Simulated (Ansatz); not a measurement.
## Resistivity from frozen vibrations: Ta(100) with 4 thermally displaced layers, 2x2

How much do lattice vibrations at 500 K scatter the electrons of Ta? Layers with random displacements are laid between perfect leads, and the resistance is followed against their length.

Program: Ansatz 0.2.0. Level of theory: Ansatz plane-wave DFT, PBE, PAW files; ballistic transport by layer matching (Landauer), zero bias; PAW set soft_1. Results are calculated unless marked as measured.

## (1) Set-up

The cell holds 56 atoms: 56 Ta. Its edges and angles: a = 6.605 Å, b = 6.605 Å, c = 23.118 Å, α = 90.0°, β = 90.0°, γ = 90.0°. It derives from Ta. Regions: lead, 40 atoms (40 Ta); scattering region, 16 atoms (16 Ta). The structure is stacked along c, and the current runs across the ab planes.

## (2) With 4 displaced layers

Each atom of 4 layers is moved at random, by amounts drawn from a normal law 0.0838 Å wide in each direction from the Debye model (240 K) at 500 K. The layers about the cell's end stay perfect and serve as the lead. Disorder leaves little or no symmetry, which makes such runs dear. Energies from -0.05 to 0.05 eV in steps of 0.05 eV are too few for the program's thermal sum, so it prints no conductance; for a metal the transmission near the Fermi level serves, at a fraction of the cost.

input.yaml

```yaml
crystal:
  lattice:
    - [6.60512, 0.0, 0.0]
    - [0.0, 6.60512, 0.0]
    - [0.0, 0.0, 23.11792]
  atoms:
    - { symbol: Ta, position: [0.0, 0.0, 0.0357142857] }
    - { symbol: Ta, position: [0.0, 0.5, 0.0357142857] }
    - { symbol: Ta, position: [0.5, 0.0, 0.0357142857] }
    - { symbol: Ta, position: [0.5, 0.5, 0.0357142857] }
    - { symbol: Ta, position: [0.25, 0.25, 0.1071428571] }
    - { symbol: Ta, position: [0.25, 0.75, 0.1071428571] }
    - { symbol: Ta, position: [0.75, 0.25, 0.1071428571] }
    - { symbol: Ta, position: [0.75, 0.75, 0.1071428571] }
    - { symbol: Ta, position: [0.0, 0.0, 0.1785714286] }
    - { symbol: Ta, position: [0.0, 0.5, 0.1785714286] }
    - { symbol: Ta, position: [0.5, 0.0, 0.1785714286] }
    - { symbol: Ta, position: [0.5, 0.5, 0.1785714286] }
    - { symbol: Ta, position: [0.25, 0.25, 0.25] }
    - { symbol: Ta, position: [0.25, 0.75, 0.25] }
    - { symbol: Ta, position: [0.75, 0.25, 0.25] }
    - { symbol: Ta, position: [0.75, 0.75, 0.25] }
    - { symbol: Ta, position: [0.0, 0.0, 0.3214285714] }
    - { symbol: Ta, position: [0.0, 0.5, 0.3214285714] }
    - { symbol: Ta, position: [0.5, 0.0, 0.3214285714] }
    - { symbol: Ta, position: [0.5, 0.5, 0.3214285714] }
    - { symbol: Ta, position: [0.2515955416, 0.248323563, 0.3951791689] }
    - { symbol: Ta, position: [0.2513312034, 0.7432022489, 0.3941682038] }
    - { symbol: Ta, position: [0.7665480205, 0.2620186462, 0.3903055599] }
    - { symbol: Ta, position: [0.7339415493, 0.7420905228, 0.3930069814] }
    - { symbol: Ta, position: [0.970494896, 0.9972234902, 0.4597683262] }
    - { symbol: Ta, position: [0.9907073813, 0.493093245, 0.4631388823] }
    - { symbol: Ta, position: [0.5052236736, 0.0132297025, 0.463819677] }
    - { symbol: Ta, position: [0.5173406938, 0.491558547, 0.4655602094] }
    - { symbol: Ta, position: [0.2614652167, 0.2511930348, 0.5330185275] }
    - { symbol: Ta, position: [0.2383031213, 0.744191368, 0.5365126629] }
    - { symbol: Ta, position: [0.737187744, 0.2473455203, 0.5351369723] }
    - { symbol: Ta, position: [0.7568634383, 0.7527240671, 0.5370027859] }
    - { symbol: Ta, position: [0.9917027846, 0.9983551772, 0.6099853729] }
    - { symbol: Ta, position: [0.0189519389, 0.4840222074, 0.6126319984] }
    - { symbol: Ta, position: [0.5170794274, 0.0099149974, 0.6081017128] }
    - { symbol: Ta, position: [0.4960162569, 0.5185025731, 0.6142503054] }
    - { symbol: Ta, position: [0.25, 0.25, 0.6785714286] }
    - { symbol: Ta, position: [0.25, 0.75, 0.6785714286] }
    - { symbol: Ta, position: [0.75, 0.25, 0.6785714286] }
    - { symbol: Ta, position: [0.75, 0.75, 0.6785714286] }
    - { symbol: Ta, position: [0.0, 0.0, 0.75] }
    - { symbol: Ta, position: [0.0, 0.5, 0.75] }
    - { symbol: Ta, position: [0.5, 0.0, 0.75] }
    - { symbol: Ta, position: [0.5, 0.5, 0.75] }
    - { symbol: Ta, position: [0.25, 0.25, 0.8214285714] }
    - { symbol: Ta, position: [0.25, 0.75, 0.8214285714] }
    - { symbol: Ta, position: [0.75, 0.25, 0.8214285714] }
    - { symbol: Ta, position: [0.75, 0.75, 0.8214285714] }
    - { symbol: Ta, position: [0.0, 0.0, 0.8928571429] }
    - { symbol: Ta, position: [0.0, 0.5, 0.8928571429] }
    - { symbol: Ta, position: [0.5, 0.0, 0.8928571429] }
    - { symbol: Ta, position: [0.5, 0.5, 0.8928571429] }
    - { symbol: Ta, position: [0.25, 0.25, 0.9642857143] }
    - { symbol: Ta, position: [0.25, 0.75, 0.9642857143] }
    - { symbol: Ta, position: [0.75, 0.25, 0.9642857143] }
    - { symbol: Ta, position: [0.75, 0.75, 0.9642857143] }
kpoints:
  mp_grid: { grid: [4, 4, 1] }
hamiltonian:
  xc: pbe
  pseudopotentials: { kind: paw, azcp: { folder: soft_1 } }
scf:
  occupations: { method: fermi_dirac, width: 0.1 }
output:
  transmission: { leads: [[0, 4]], kmesh: [8, 8], e_range: [-0.05, 0.05], de: 0.05 }
  write_potential: true
  write_density: true
  volumetric_format: npy
  elf: true
```

Run with:

```sh
> ansatz run input.yaml --threads 4 --pin off --max-ram 15360MiB --backend cpu --events-out ev --progress --plain --runs-dir out
```

Numbers of over 12 decimals in the logs are rounded to 6 here.

Output:

```text
Engine: ansatz 0.2.0, aarch64-unknown-linux-gnu
Pseudopotentials: kind: paw
Pseudopotential: Ta, paw, valence charge 13, recommended cutoff 420 eV (normal), soft_1/Ta.paw.azcp
Functional definition: PBE
  parameter kappa = 0.804
  parameter beta = 0.066725
  exchange = pbe_x(kappa = kappa, mu = beta*pi^2/3)
  correlation = pbe_c(beta = beta)
Crystal: 56 atoms, lattice volume = 1008.580 Å³
Basis set: ecut = 420 eV, 19677 PW (Γ)
Bands: 437, of which v1, the nominal top of the filled ones, is band 364 counted from 1 (363 counted from 0)
Symmetry: 1 space group operations
Space group: P1 (ITA 1), of the structure as read, at distance tolerance 1.0e-4 Å
k-points: 10 of 16 (time reversal used)
Non-local potential: Ta, projectors of the file, l = 0: 3, l = 1: 2, l = 2: 2, l = 3: 1
PAW form: soft (Blöchl's): semilocal exchange-correlation on the pseudo side does not see the compensation charge
PAW one-centre angular grid: Ta, 590 points (default); XC on 64 Gauss nodes
Initial density: superposition of atomic densities (chi_scale 0.1, normalization cell)
Initial wavefunctions: pseudopotential atomic-orbital guess
Functional: x = pbe(κ = 0.804, μ = 0.219515), c = pbe(β = 0.066725)
SCF iter   1: F=—  HF=-556267.710072 eV  |F-HF|=—  |Δ(HF+E_count)|=         —  Δρ=4.24e-2  dr2=2.95e1  ethr=3.10e-3  ⟨swp⟩=5.6  Hψ=17123  notcnv=0  defer=9
preconditioner: auto → Kerker (q_TF=auto, 2.584 Å⁻¹)  [metal: Δε(μ)=0.003 eV  Ē_g=4.262 eV  σ=0.100 eV  W_gap=0.01  n_scr=294 (ndim 8)  ℏωp=19.6 eV  f_vac=0.000  D(μ)=67.44/eV (n_scr^D=740)]
SCF iter   2: F=—  HF=-556263.200097 eV  |F-HF|=—  |Δ(HF+E_count)|=    4.51e0  Δρ=2.60e-2  dr2=8.83e0  ethr=3.10e-3  ⟨swp⟩=2.0  Hψ=5395  notcnv=0  defer=148
SCF iter   3: F=—  HF=-556260.882213 eV  |F-HF|=—  |Δ(HF+E_count)|=    2.32e0  Δρ=3.57e-3  dr2=1.28e-1  ethr=1.21e-3  ⟨swp⟩=3.1  Hψ=8026  notcnv=0  defer=148
SCF iter   4: F=—  HF=-556260.865494 eV  |F-HF|=—  |Δ(HF+E_count)|=   1.67e-2  Δρ=3.56e-4  dr2=1.20e-3  ethr=1.75e-5  ⟨swp⟩=2.2  Hψ=6093  notcnv=0  defer=148
SCF iter   5: F=—  HF=-556260.865472 eV  |F-HF|=—  |Δ(HF+E_count)|=   2.14e-5  Δρ=8.19e-5  dr2=4.14e-5  ethr=1.64e-7  ⟨swp⟩=2.7  Hψ=8277  notcnv=0  defer=148
SCF iter   6: F=—  HF=-556260.864831 eV  |F-HF|=—  |Δ(HF+E_count)|=   6.41e-4  Δρ=9.80e-6  dr2=6.63e-7  ethr=5.69e-9  ⟨swp⟩=2.8  Hψ=8320  notcnv=0  defer=148
SCF iter   7: F=-556260.864831 eV  HF=-556260.864831 eV  |F-HF|=3.26e-9  |Δ(HF+E_count)|=   2.68e-8  Δρ=1.58e-6  dr2=2.00e-8  ethr=1.37e-11  ⟨swp⟩=11.0  Hψ=11958  notcnv=0
SCF 1 converged in 7 iterations: F = -556260.864831 eV  dr2 = 2.00e-8
  greatest PAW one-centre occupation: 0.999 electrons in one spin orbital (limit 2), on the Ta atom at site 20 (counted from 0), in its partial waves of l = 0
transmission: 144 of 1428 steps passed
transmission: 288 of 1428 steps passed
[...]
transmission: 1428 of 1428 steps passed
SCF converged after 7 iterations
Free energy (F): -556260.864831 eV
Harris-Foulkes:  -556260.864831 eV  (|F-HF|=3.26e-9)
Internal energy: -556258.545756 eV  (E = F + TS)
E sigma→0 (E₀):  -556259.705294 eV
Entropy (-TS):   -2.319075 eV (-41.412 meV/atom)
Fermi energy:    18.532443 eV
--- Per-component energies (eV) ---
  E_band       = -5880.979663
  E_kinetic    = 22050.741808
  E_local      = -30807.347928  (includes V_loc(G=0)·N_el)
  E_nonlocal   = -613.941845
  E_hartree    = 11176.547079
  E_xc         = -17995.547365
  E_vxc        = -13090.957695  (∫ρ·V_xc dr)
  E_paw        = -465061.187163  (= ΣΔE_a)
  E_vpaw       = -5772.573165  (= ΣTr[D̂ρ^β])
  E_aug_tail   = 0.005361  (compensation charges beyond the density's cutoff)
  E_ewald      = -75007.815703
  E_smearing   = -2.319075  (= −TS)
  E_closure    = 0.000000  (closes the sum)
  Σ components = -556260.864831   (vs F -556260.864831, Δ=0.00e0)
--- Band table (eV; the first three rows and the last of 10) ---
  k-point 0: bands = [... 360 lower, 19.1876, 19.2004, 19.2060, 19.2249, 19.2459, 19.2615, 19.3681, 19.4023, ... 69 higher]
  k-point 1: bands = [... 360 lower, 18.8792, 18.8872, 18.8953, 18.9160, 18.9287, 18.9463, 18.9713, 19.0099, ... 69 higher]
  k-point 2: bands = [... 360 lower, 18.3852, 18.4150, 18.4284, 18.4695, 18.4852, 18.5109, 18.5859, 18.5920, ... 69 higher]
  k-point 9: bands = [... 360 lower, 17.9180, 17.9281, 17.9410, 17.9440, 17.9683, 17.9703, 17.9752, 17.9908, ... 69 higher]
--- Transmission ---
  basis      : 377 plane waves across, 42 finite elements along
  points     : 34, standing for a mesh of 8 x 8
  energies   : 3 from -0.050000 to 0.050000 eV about the Fermi level, 0.050000 eV apart; the leads are filled to 0.000000 eV, and channels, transmission and decay are at 0.000000 eV
  crystal 0  : Ta4, at the sites [0, 4], period 1.6513 Å, over 16.51 Å; its Hamiltonian steps by up to 4.1 meV
    offset         : up to 0.0000 Å between an atom of the period and one for which it stands
    channels       : 1.045312e1 a spin
    conductance    : none, the energies end too early or step too widely for 300 K: set another output.transmission.e_range or a lower de, or, where they end at an eighth of basis.ecutwfc, a higher one
  junction   : crystal 0 to crystal 0, 0.70 to 22.16 Å
    transmission   : 7.552221e0 a spin
    conductance    : none, the energies end too early or step too widely for 300 K: set another output.transmission.e_range or a lower de, or, where they end at an eighth of basis.ecutwfc, a higher one
```

The job ended after 20 min (4 threads of Arm Neoverse V2, shared host; peak memory 8.2 GiB).

In the SCF lines HF is the Harris–Foulkes energy and dr2 the Hartree energy of the density residual, in eV; the loop may stop once dr2 is under the threshold and the program's other checks hold. Hψ counts applications of the Hamiltonian.

This step gave:

```yaml
free_energy: -556260.8648 eV
energy_at_zero_smearing: -556259.7053 eV
fermi_energy: 18.53 eV
cell_area: 43.63 Å²
transmission_per_spin_nearest_the_fermi_level: 7.552
open_channels_per_spin_nearest_the_fermi_level: 10.45
step_of_the_lead_s_potential: 4.1 meV
```

Per spin. Table of transmission, zone mean by energy, zero at the Fermi level:

```csv
energy (eV),"transmission, zone mean"
-0.0500,7.63
0.0000,7.55
0.0500,7.30
```

Per spin. The open channels, zone mean, lead by energy, zero at the Fermi level:

```csv
energy (eV),"open channels, zone mean, lead"
-0.0500,10.3
0.0000,10.5
0.0500,9.98
```

Transmission over k1 and k2. At 0.0000 eV from the Fermi level.

Values, 8 rows by 8 columns:
```
 4.7  2.8  6.1  8.3  8.4  8.2  5.4  2.6
 4.7  5.9  8.8  9.3 10.2  9.8  8.5  5.0
 7.6  7.9  9.6  9.9 10.1  9.9  9.6  7.9
 8.3  7.8 10.2 10.1 10.3 10.1 10.2  7.8
 7.6  7.9  9.6  9.9 10.1  9.9  9.6  7.9
 4.7  5.0  8.5  9.8 10.2  9.3  8.8  5.9
 4.7  2.6  5.4  8.2  8.4  8.3  6.1  2.8
 3.4  4.7  5.0  7.4  8.0  7.4  5.0  4.7
```
Columns: k1 (b1) from -0.5 to 0.375; rows upwards: k2 (b2) from -0.5 to 0.375.

Open channels over k1 and k2. At 0.0000 eV from the Fermi level.

Ten even steps from '_' (4.0) to '@' (14.0):
```
::__++%%%%%%++__
==++@@@@@@@@@@++
**%%@@######@@%%
**%%@@######@@%%
**%%@@######@@%%
==++@@@@@@@@@@++
::__++%%%%%%++__
__::==******==::
```
Columns: k1 (b1) from -0.5 to 0.375; rows upwards: k2 (b2) from -0.5 to 0.375.

ELF in the ca plane at fractional y = 0.000, with atoms of Ta within 0.2 Å of it. It is the smooth field of the valence electrons, not physical close to the nuclei.

Values, 10 rows by 16 columns, each cell a mean:
```
0.57 0.47 0.36 0.49 0.55 0.33 0.45 0.51 0.33 0.33 0.57 0.44 0.35 0.54 0.50 0.37
0.28 0.33 0.49 0.32 0.28 0.48 0.35 0.37 0.42 0.43 0.30 0.36 0.47 0.28 0.31 0.49
0.39 0.46 0.46 0.46 0.38 0.46 0.47 0.34 0.51 0.48 0.34 0.48 0.46 0.40 0.44 0.46
0.36 0.33 0.48 0.33 0.34 0.41 0.34 0.40 0.40 0.39 0.46 0.36 0.46 0.34 0.33 0.48
0.52 0.48 0.32 0.49 0.51 0.30 0.42 0.51 0.34 0.33 0.47 0.44 0.31 0.51 0.50 0.32
0.57 0.47 0.37 0.49 0.55 0.35 0.40 0.62 0.34 0.33 0.61 0.39 0.34 0.55 0.50 0.36
0.28 0.32 0.49 0.32 0.28 0.48 0.36 0.25 0.43 0.44 0.24 0.37 0.46 0.29 0.31 0.49
0.39 0.46 0.45 0.46 0.40 0.48 0.47 0.42 0.47 0.48 0.38 0.47 0.46 0.40 0.45 0.46
0.36 0.33 0.48 0.33 0.35 0.46 0.33 0.26 0.40 0.39 0.33 0.34 0.47 0.34 0.33 0.48
0.52 0.48 0.32 0.49 0.51 0.31 0.43 0.59 0.31 0.31 0.54 0.45 0.31 0.51 0.50 0.32
```
Columns run along c (16.0 Å, from fractional 0.15 to 0.85 of the cell), rows up along a (6.6 Å). Atoms in or near the plane, at fractional coordinates: Ta at (0.18, 0.00), Ta at (0.18, 0.50), Ta at (0.32, 0.00), Ta at (0.32, 0.50), Ta at (0.46, 0.97), Ta at (0.46, 0.51), Ta at (0.61, 0.99), Ta at (0.61, 0.52), Ta at (0.75, 0.00), Ta at (0.75, 0.50).

Valence density in the ca plane at fractional y = 0.000, with atoms of Ta within 0.2 Å of it. It is the smooth field of the valence electrons, not physical close to the nuclei.

Ten even steps from '0' (0.2 e/Å³) to '9' (4.5 e/Å³), each cell a mean:
```
49982000049982000179971000049993000049982000
14530000014530000048841000015751000014530000
00000000000000000012210000001110000000000000
00000000000000000000000000000000000000000000
00000000000000000000000000000000000000000000
00000000000000000000000000000000000000000000
02210000002210000012310000013430000002210000
38961000038961000038961000049982000038961000
69893000059892000059893000059893000059893000
49982000049982000049972000038972000049982000
14530000014530000014520000012320000014530000
00000000000000000000000000000000000000000000
00000000000000000000000000000000000000000000
00000000000000000000000000000000000000000000
00000000000000000000000000000000000000000000
02210000002210000000000000001210000002210000
38961000038961000025520000026861000038961000
69893000059892000169961000049893000059893000
```
Columns run along c (16.0 Å, from fractional 0.15 to 0.85 of the cell), rows up along a (6.6 Å). Atoms in or near the plane, at fractional coordinates: Ta at (0.18, 0.00), Ta at (0.18, 0.50), Ta at (0.32, 0.00), Ta at (0.32, 0.50), Ta at (0.46, 0.97), Ta at (0.46, 0.51), Ta at (0.61, 0.99), Ta at (0.61, 0.52), Ta at (0.75, 0.00), Ta at (0.75, 0.50).

Electrostatic potential energy in the ca plane at fractional y = 0.000, with atoms of Ta within 0.2 Å of it. With pseudopotentials it is smooth inside the atoms' cores, unlike the true potential.

Ten even steps from '0' (-45 eV) to '9' (21 eV), each cell a mean:
```
40025899740016899620026999841014899840025899
64357999864357999741147999964247999864357999
87789999987789999875578999987778999987789999
99999999999999999998899999999999999999999999
99999999999999999999999999999999999999999999
98899999998899999998899999998889999998899999
76568999976568999975568999975458999976568999
52136999852136999851136999841026899852136999
30015899730015899730015899730015899730015899
40025899740016899841026899851026999840025899
64357999864357999874458999975468999864357999
87789999987789999998789999998889999987789999
99999999999999999999999999999999999999999999
99999999999999999999999999999999999999999999
98899999998899999999999999999999999998899999
76568999976568999987789999986678999976568999
52136999852136999853358999863136999852136999
30015899730015899730036999840004899730015899
```
Columns run along c (16.0 Å, from fractional 0.15 to 0.85 of the cell; values clipped at the 3rd and 97th percentile), rows up along a (6.6 Å). Atoms in or near the plane, at fractional coordinates: Ta at (0.18, 0.00), Ta at (0.18, 0.50), Ta at (0.32, 0.00), Ta at (0.32, 0.50), Ta at (0.46, 0.97), Ta at (0.46, 0.51), Ta at (0.61, 0.99), Ta at (0.61, 0.52), Ta at (0.75, 0.00), Ta at (0.75, 0.50).

Over the solved energies the transmission per spin lies between 7.30 and 7.63, out of 10.2 channels of the lead on average (up to 10.5).

(Continued in part 2 of 2.)

[Logs are printed without paths, hosts, clocks, repeated set-up lines and the standing remarks that a program may print on its own settings, such as how far it seeks lower states.]

[Hosts, paths, dates, database ids (printed as entryN), source tags and the programs' standing remarks are cut or masked in the printed files.]
